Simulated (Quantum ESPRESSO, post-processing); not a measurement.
# Ta(100), 5 layers: vacuum convergence, part 3 of 3

Aim: how far one choice must go before the vacuum level and the energy of Ta(100), 5 layers stand still, and what it costs.

Quantum ESPRESSO 7.5; plane-wave DFT, PBE, GBRV ultrasoft pseudopotentials.

So far. Step 7 (Electrostatic potential): Counted from each run's own zero (the Fermi level), the vacuum level differs from the first run's by +2 meV. Step 9 (Potential by pp.x): Counted from each run's own zero (the Fermi level), the vacuum level differs from the first run's by +3 meV.

## (10) Ground state: 10 Å of vacuum

The input, c8.in:

```
&control
  prefix = 'c8'
  outdir = './out'
  pseudo_dir = './pseudo'
  calculation = 'scf'
  tprnfor = .true.
/
&system
  ibrav = 0
  nat = 5
  ntyp = 1
  ecutwfc = 40
  ecutrho = 200
  occupations = 'smearing'
  smearing = 'mv'
  degauss = 0.02
/
&electrons
  conv_thr = 1e-07
  mixing_beta = 0.4
  electron_maxstep = 120
  mixing_mode = 'local-TF'
/
ATOMIC_SPECIES
  Ta  180.9479  ta_pbe_v1.uspp.F.UPF
CELL_PARAMETERS angstrom
  3.31000000000000 0.00000000000000 0.00000000000000
  0.00000000000000 3.31000000000000 0.00000000000000
  0.00000000000000 0.00000000000000 16.62000000000000
ATOMIC_POSITIONS crystal
  Ta  0.000000000000 0.000000000000 0.300842358604
  Ta  0.500000000000 0.500000000000 0.400421179302
  Ta  0.000000000000 0.000000000000 0.500000000000
  Ta  0.500000000000 0.500000000000 0.599578820698
  Ta  0.000000000000 0.000000000000 0.699157641396
K_POINTS automatic
  8 8 1 0 0 0
```

The run is started by

```sh
> OMP_NUM_THREADS=1 mpirun -n 4 pw.x -nk 4 -in c8.in > c8.out
```

Log:

```text
[banner, memory and clock lines left out]
Program PWSCF v.7.5 starts
[...]
Message from routine setup:
[...]
number of electrons       =        65.00
     number of Kohn-Sham states=           40
     kinetic-energy cutoff     =      40.0000  Ry
     charge density cutoff     =     200.0000  Ry
[...]
number of k points=    15  Marzari-Vanderbilt smearing, width (Ry)=  0.0200
[...]
Dense  grid:    58641 G-vectors     FFT dimensions: (  30,  30, 144)
[...]
negative rho (up, down):  4.649E-01 0.000E+00
     Starting wfcs are   65 randomized atomic wfcs
[...]
negative rho (up, down):  4.702E-01 0.000E+00
[...]
estimated scf accuracy    <       5.07722864 Ry
[...]
negative rho (up, down):  4.811E-01 0.000E+00
[...]
estimated scf accuracy    <       2.49097115 Ry
[...]
negative rho (up, down):  4.704E-01 0.000E+00
[...]
estimated scf accuracy    <       2.55943634 Ry
[...]
negative rho (up, down):  4.792E-01 0.000E+00
[...]
estimated scf accuracy    <       5.48992016 Ry
[...]
negative rho (up, down):  4.808E-01 0.000E+00
[...]
estimated scf accuracy    <       5.01491656 Ry
[...]
negative rho (up, down):  4.803E-01 0.000E+00
[...]
estimated scf accuracy    <       3.42648082 Ry
[...]
negative rho (up, down):  4.825E-01 0.000E+00
[...]
estimated scf accuracy    <       2.67972826 Ry
[...]
negative rho (up, down):  4.846E-01 0.000E+00
[...]
estimated scf accuracy    <       0.36076035 Ry
[...]
negative rho (up, down):  4.833E-01 0.000E+00
[...]
estimated scf accuracy    <       0.07135199 Ry
[...]
negative rho (up, down):  4.846E-01 0.000E+00
[...]
estimated scf accuracy    <       0.01438635 Ry
[...]
negative rho (up, down):  4.839E-01 0.000E+00
[...]
estimated scf accuracy    <       0.48808602 Ry
[...]
negative rho (up, down):  4.844E-01 0.000E+00
[...]
estimated scf accuracy    <       0.22063861 Ry
[...]
negative rho (up, down):  4.844E-01 0.000E+00
[...]
estimated scf accuracy    <       0.01337312 Ry
[...]
negative rho (up, down):  4.846E-01 0.000E+00
[...]
estimated scf accuracy    <       0.01900615 Ry
[...]
negative rho (up, down):  4.846E-01 0.000E+00
[...]
estimated scf accuracy    <       0.00116091 Ry
[...]
negative rho (up, down):  4.846E-01 0.000E+00
[...]
estimated scf accuracy    <       0.00084743 Ry
[...]
negative rho (up, down):  4.846E-01 0.000E+00
[...]
estimated scf accuracy    <       0.00011504 Ry
[...]
negative rho (up, down):  4.846E-01 0.000E+00
[...]
estimated scf accuracy    <       0.00007657 Ry
[...]
negative rho (up, down):  4.846E-01 0.000E+00
[...]
estimated scf accuracy    <       0.00010245 Ry
[...]
negative rho (up, down):  4.846E-01 0.000E+00
[...]
estimated scf accuracy    <       0.00006219 Ry
[...]
negative rho (up, down):  4.846E-01 0.000E+00
[...]
estimated scf accuracy    <       0.00005152 Ry
[...]
negative rho (up, down):  4.846E-01 0.000E+00
[...]
estimated scf accuracy    <       0.00007478 Ry
[...]
negative rho (up, down):  4.846E-01 0.000E+00
[...]
estimated scf accuracy    <       0.00007418 Ry
[...]
negative rho (up, down):  4.846E-01 0.000E+00
[...]
estimated scf accuracy    <       0.00007070 Ry
[...]
negative rho (up, down):  4.846E-01 0.000E+00
[...]
estimated scf accuracy    <       0.00000108 Ry
[...]
negative rho (up, down):  4.846E-01 0.000E+00
[...]
estimated scf accuracy    <       0.00000044 Ry
[...]
negative rho (up, down):  4.846E-01 0.000E+00
[...]
the Fermi energy is     7.6289 ev
!    total energy              =    -709.11863976 Ry
     estimated scf accuracy    <       0.00000009 Ry
     smearing contrib. (-TS)   =      -0.00127658 Ry
     internal energy E=F+TS    =    -709.11736318 Ry
[...]
one-electron contribution =   -1898.74396180 Ry
     hartree contribution      =     954.36328116 Ry
     xc contribution           =    -210.73257720 Ry
     ewald contribution        =     445.99589466 Ry
     convergence has been achieved in  27 iterations
     negative rho (up, down):  4.846E-01 0.000E+00
[...]
Total force =     0.108148     Total SCF correction =     0.001796
[...]
```

Wall time 31 s (4 MPI ranks of Intel Xeon 6975P-C (Granite Rapids), shared host); peak memory 0.72 GiB; 2 min of CPU time.

This step gave:

| Item | Value |
| --- | --- |
| free energy | -9648.0506 eV |
| Fermi energy | 7.629 eV |

The program's own clock; routines nest. Time by routine:

```tsv
routine	wall time (s)	calls
PWSCF	29.81	1
electrons	27.42	1
c_bands	16.19	27
cegterg	12.46	108
h_psi	8.19	397
vloc_psi	5.39	397
fftw	5.32	23606
sum_band	5.26	27
newd	2.84	28
mix_rho	2.41	27
calbec	2.08	521
init_run	1.98	1
h_psi:calbec	1.43	397
add_vuspsi	1.27	397
```

## (11) Electrostatic potential

The input, c8.pot.in:

```
&inputpp
  prefix = 'c8'
  outdir = './out'
  filplot = 'c8.pot.dat'
  plot_num = 11
/
```

The run is started by

```sh
> OMP_NUM_THREADS=1 mpirun -n 4 pp.x -in c8.pot.in > c8.pot.out
```

It took 1.4 s on 4 MPI ranks; peak memory 0.12 GiB; 4.7 s of CPU time.

Read from the output:

| Item | Value |
| --- | --- |
| potential in the middle of the vacuum, over the Fermi level | 3.983 eV |

Counted from each run's own zero (the Fermi level), the vacuum level differs from the first run's by +14 meV.

## (12) SCF with pw.x: 8 Å of vacuum

The input, c10.in:

```
&control
  prefix = 'c10'
  outdir = './out'
  pseudo_dir = './pseudo'
  calculation = 'scf'
  tprnfor = .true.
/
&system
  ibrav = 0
  nat = 5
  ntyp = 1
  ecutwfc = 40
  ecutrho = 200
  occupations = 'smearing'
  smearing = 'mv'
  degauss = 0.02
/
&electrons
  conv_thr = 1e-07
  mixing_beta = 0.4
  electron_maxstep = 120
  mixing_mode = 'local-TF'
/
ATOMIC_SPECIES
  Ta  180.9479  ta_pbe_v1.uspp.F.UPF
CELL_PARAMETERS angstrom
  3.31000000000000 0.00000000000000 0.00000000000000
  0.00000000000000 3.31000000000000 0.00000000000000
  0.00000000000000 0.00000000000000 14.62000000000000
ATOMIC_POSITIONS crystal
  Ta  0.000000000000 0.000000000000 0.273597811218
  Ta  0.500000000000 0.500000000000 0.386798905609
  Ta  0.000000000000 0.000000000000 0.500000000000
  Ta  0.500000000000 0.500000000000 0.613201094391
  Ta  0.000000000000 0.000000000000 0.726402188782
K_POINTS automatic
  8 8 1 0 0 0
```

The run is started by

```sh
> OMP_NUM_THREADS=1 mpirun -n 4 pw.x -nk 4 -in c10.in > c10.out
```

Log:

```text
[banner, memory and clock lines left out]
Program PWSCF v.7.5 starts
[...]
Message from routine setup:
[...]
number of electrons       =        65.00
     number of Kohn-Sham states=           40
     kinetic-energy cutoff     =      40.0000  Ry
     charge density cutoff     =     200.0000  Ry
[...]
number of k points=    15  Marzari-Vanderbilt smearing, width (Ry)=  0.0200
[...]
Dense  grid:    51513 G-vectors     FFT dimensions: (  30,  30, 125)
[...]
negative rho (up, down):  4.653E-01 0.000E+00
     Starting wfcs are   65 randomized atomic wfcs
[...]
negative rho (up, down):  4.698E-01 0.000E+00
[...]
estimated scf accuracy    <       5.09082115 Ry
[...]
negative rho (up, down):  4.803E-01 0.000E+00
[...]
estimated scf accuracy    <       2.47367084 Ry
[...]
negative rho (up, down):  4.718E-01 0.000E+00
[...]
estimated scf accuracy    <       2.46665467 Ry
[...]
negative rho (up, down):  4.806E-01 0.000E+00
[...]
estimated scf accuracy    <       5.35383105 Ry
[...]
negative rho (up, down):  4.817E-01 0.000E+00
[...]
estimated scf accuracy    <       4.64371381 Ry
[...]
negative rho (up, down):  4.805E-01 0.000E+00
[...]
estimated scf accuracy    <       3.00736402 Ry
[...]
negative rho (up, down):  4.838E-01 0.000E+00
[...]
estimated scf accuracy    <       1.65042179 Ry
[...]
negative rho (up, down):  4.846E-01 0.000E+00
[...]
estimated scf accuracy    <       0.29347795 Ry
[...]
negative rho (up, down):  4.833E-01 0.000E+00
[...]
estimated scf accuracy    <       0.14286571 Ry
[...]
negative rho (up, down):  4.844E-01 0.000E+00
[...]
estimated scf accuracy    <       0.02011185 Ry
[...]
negative rho (up, down):  4.841E-01 0.000E+00
[...]
estimated scf accuracy    <       0.00084942 Ry
[...]
negative rho (up, down):  4.841E-01 0.000E+00
[...]
estimated scf accuracy    <       0.03588519 Ry
[...]
negative rho (up, down):  4.844E-01 0.000E+00
[...]
estimated scf accuracy    <       0.01549208 Ry
[...]
negative rho (up, down):  4.845E-01 0.000E+00
[...]
estimated scf accuracy    <       0.00020058 Ry
[...]
negative rho (up, down):  4.845E-01 0.000E+00
[...]
estimated scf accuracy    <       0.00028915 Ry
[...]
negative rho (up, down):  4.845E-01 0.000E+00
[...]
estimated scf accuracy    <       0.00000255 Ry
[...]
negative rho (up, down):  4.845E-01 0.000E+00
[...]
estimated scf accuracy    <       0.00000835 Ry
[...]
negative rho (up, down):  4.845E-01 0.000E+00
[...]
estimated scf accuracy    <       0.00000687 Ry
[...]
negative rho (up, down):  4.845E-01 0.000E+00
[...]
estimated scf accuracy    <       0.00000300 Ry
[...]
negative rho (up, down):  4.845E-01 0.000E+00
[...]
estimated scf accuracy    <       0.00000012 Ry
[...]
negative rho (up, down):  4.845E-01 0.000E+00
[...]
the Fermi energy is     9.2000 ev
!    total energy              =    -709.11887733 Ry
     estimated scf accuracy    <       0.00000006 Ry
     smearing contrib. (-TS)   =      -0.00093535 Ry
     internal energy E=F+TS    =    -709.11794198 Ry
[...]
one-electron contribution =   -1282.73332546 Ry
     hartree contribution      =     650.11928997 Ry
     xc contribution           =    -210.73084788 Ry
     ewald contribution        =     134.22694139 Ry
     convergence has been achieved in  21 iterations
     negative rho (up, down):  4.845E-01 0.000E+00
[...]
Total force =     0.107708     Total SCF correction =     0.000577
[...]
```

Wall time 23 s (4 MPI ranks); peak memory 0.58 GiB.

Numbers from this step:

```
free energy  : -9648.0538 eV
Fermi energy : 9.2 eV
```

The program's own clock; routines nest. Time by routine:

```tsv
routine	wall time (s)	calls
PWSCF	22.23	1
electrons	20.21	1
c_bands	12.95	21
cegterg	9.72	84
h_psi	6.56	365
vloc_psi	4.52	365
fftw	4.48	19082
sum_band	3.77	21
newd	1.97	22
init_run	1.59	1
calbec	1.5	465
h_psi:calbec	1.05	365
mix_rho	0.92	21
add_vuspsi	0.92	365
```

## (13) Potential by pp.x

The input, c10.pot.in:

```
&inputpp
  prefix = 'c10'
  outdir = './out'
  filplot = 'c10.pot.dat'
  plot_num = 11
/
```

The run is started by

```sh
> OMP_NUM_THREADS=1 mpirun -n 4 pp.x -in c10.pot.in > c10.pot.out
```

Wall time 1.1 s (4 MPI ranks); peak memory 0.11 GiB.

Read from the output:

* potential in the middle of the vacuum, over the Fermi level: 4.019 eV

Counted from each run's own zero (the Fermi level), the vacuum level differs from the first run's by +51 meV.

## (14) The series side by side

All levels:

```tsv
level	vacuum level over the Fermi level (eV)	its change from the first (meV)	energy from the first (meV an atom)	SCF iterations	wall time (s)	peak memory (GiB)	CPU time (s)
24 Å of vacuum	3.968	0	0	28	59.64	1.13	237.4
18 Å of vacuum	3.97	2.251	-0.01176	33	56.63	0.97	225.4
14 Å of vacuum	3.97	2.28	8.16e-4	23	38.22	0.84	151.8
12 Å of vacuum	3.971	3.256	-0.04378	22	38.08	0.77	151.2
10 Å of vacuum	3.983	14.47	-0.2326	27	30.6	0.72	121.2
8 Å of vacuum	4.019	50.63	-0.8791	21	22.99	0.58	90.88
```

## (15) Results

```
vacuum level over the Fermi level, 24 Å of vacuum                                                                  : 3.968 eV
cheapest step of the main series that, with all steps before it, keeps the vacuum level within 20 meV of the first : 10 Å of vacuum: +14 meV, 2 min of CPU time against 4 min
setting with the largest shift of the level                                                                        : 8 Å of vacuum: +51 meV
```

In words: The cheapest step of the main series that, with all steps before it, keeps the vacuum level within 20 meV of the first is 10 Å of vacuum: +14 meV, 2 min of CPU time against 4 min. Over the series the energy moves by up to 0.879 meV an atom and the vacuum level by up to 51 meV. The level is read in the middle of the vacuum, where a short gap still holds the tails of both faces. The times come from a shared host and are rough. Peak memory is sampled during the run and can miss the peak. The geometry is as built, not relaxed.

[Logs are printed without paths, hosts, clocks, repeated set-up lines and the standing remarks that a program may print on its own settings, such as how far it seeks lower states.]

[Hosts, paths, dates, database ids (printed as entryN), source tags and the programs' standing remarks are cut or masked in the printed files.]

[Maps of the electrostatic potential energy from Ansatz leave out the sawtooth potential of an applied field or a dipole correction, so their vacuum need not be flat; planar profiles and work functions include it.]
